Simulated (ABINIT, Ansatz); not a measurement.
An input for ABINIT 10.8.3 (CdBr2 (P6_3mc)):

```
acell 3*1.0 Angstrom
rprim 
  3.985000000011 -0.000000000003 0.000000000000
  -1.992500000003 3.451111234092 0.000000000000
  0.000000000000 0.000000000000 12.561000000000
ntypat 2
znucl 48 35
natom 6
typat 1 1 2 2 2 2
xred 
  0.333333333333 0.666666666667 0.375000000000
  0.666666666667 0.333333333333 0.875000000000
  0.333333333333 0.666666666667 0.000000000000
  0.666666666667 0.333333333333 0.500000000000
  0.000000000000 0.000000000000 0.250000000000
  0.000000000000 0.000000000000 0.750000000000
pp_dirpath "pseudos"
pseudos "Cd.upf, Br.upf"
ecut 47
ngkpt 3 3 1
nshiftk 1
shiftk 0 0 0
kptopt 1
chksymbreak 0
istwfk *1
occopt 1
irdwfk 1
optdriver 4
nband 435
gwcalctyp 0
ecutsigx 47
symsigma 1
nkptgw 1
kptgw 
  0.0000000000 0.0000000000 0.0000000000
bdgw 
  33 36
ecuteps 8
irdscr 1
ppmodel 1
indata_prefix "in"
outdata_prefix "out"
tmpdata_prefix "tmp"
```

The database entry behind the starting cell has ideal inner coordinates that were not refined, so it need not match the best structure at ambient conditions.

```sh
OMP_NUM_THREADS=1 mpirun -n 4 abinit run.abi > log
```

How long will it take on 4 MPI ranks of Intel Xeon Platinum 8559C (Emerald Rapids), shared host, and how much memory?

It took 100 s; on shared hardware allow 50 s to 3.3 min. Peak host memory was 4.2 GiB.

[Paths, hosts, dates, memory and timing lines, banners, echoed tables and standing remarks are left out of the program output.]

[Logs are printed without paths, hosts, clocks, repeated set-up lines and the standing remarks that a program may print on its own settings, such as how far it seeks lower states.]

[Runs of the session that timed out or met a known fault of the program may be left out.]

[Hosts, paths, dates, database ids (printed as entryN), source tags and the programs' standing remarks are cut or masked in the printed files.]

[G0W0 gaps are taken among the corrected bands and points alone; a level outside them can change the order at an edge.]

[Where Ansatz stands beside ABINIT at settings called matched, ABINIT's density can come from a denser mesh and the files from another edition; pairs whose starting gaps differed by over 0.03 eV were left out, so agreement reads better than it is.]
